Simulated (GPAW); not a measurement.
# MoS2 (P6_3/mmc): refractive index against wavelength

The refractive index of MoS2 (P6_3/mmc) along x below the direct gap (1.64 eV on the mesh) is read from one computed spectrum, n = √(Re ε). x, y and z are the Cartesian axes of the input cell.

It takes space group P6_3/mmc (No. 194, hexagonal). Conventional cell: a = 3.169 Å, b = 3.169 Å, c = 12.324 Å, α = 90.00°, β = 90.00°, γ = 120.00°. Mo on site c is surrounded by 6 S at 2.41 Å. S on site f has 3 Mo at 2.41 Å as nearest neighbours.

Method: GPAW 26.7.0, LDA, RPA, k-mesh 12×12×3, local fields up to 50 eV, Lorentzian half width 0.15 eV.

Launch of the response step: `OMP_NUM_THREADS=1 python df.py`. The run took 8.1 min, its band step included, on 1 thread of Arm Neoverse V1, with other jobs on the host.

```
wavelength (nm)  photon energy E (eV)       n
           3000                 0.413  3.7707
           2000                 0.620  3.8076
           1550                 0.800  3.8548
           1310                 0.946       ?
           1064                 1.165  4.0087
```

In the single-oscillator model n² − 1 = E₀E_d/(E₀² − E²), so 1/(n² − 1) = E₀/E_d − E²/(E₀E_d) is linear in E².

Working, on the rows shown:

| x = E² (eV²) | y = 1/(n² − 1) |
| --- | --- |
| 0.170801 | 0.0756534 |
| 0.384302 | 0.074086 |
| 0.639837 | 0.0721528 |
| 1.35784 | 0.0663584 |

Means: x̄ = 0.6382, ȳ = 0.072063. Σ(x − x̄)(y − ȳ) = -0.006297, Σ(x − x̄)² = 0.8008. Slope = -0.006297 / 0.8008 = -0.007863; intercept = ȳ − slope · x̄ = 0.077081. Turned back into n, the line misses the rows shown by at most 0.0026.

Problem. Fill in the last column of the withheld row.

Solution. At x = 0.89576 the line gives y = 0.070037, that is 3.9087. The run gave 3.9056, so the interpolation is off by 0.0031, 1.3 % of the range in the table.

Refitted with all rows, the slope is -0.007834 and the intercept 0.077085. These give E₀ = √(intercept/−slope) = 3.14 eV and E_d = E₀/intercept = 40.7 eV; E₀ is 1.9 times the direct gap. The electronic limit at long wavelengths, without lattice vibrations, is n = √(1 + 1/intercept) = 3.738. The cell comes from an older database entry, whose edges can be off by a per cent or so. Excitons are left out; LDA gaps are as a rule too small. The values come from a sum over the points of one k-mesh and carry its error, which grows as the direct gap shrinks. This version of GPAW has incomplete matrix elements in the optical limit, which can lower ε − 1 by up to a tenth where first-row anions or d states rule. Spin-orbit coupling is left out.

[Logs are printed without paths, hosts, clocks, repeated set-up lines and the standing remarks that a program may print on its own settings, such as how far it seeks lower states.]
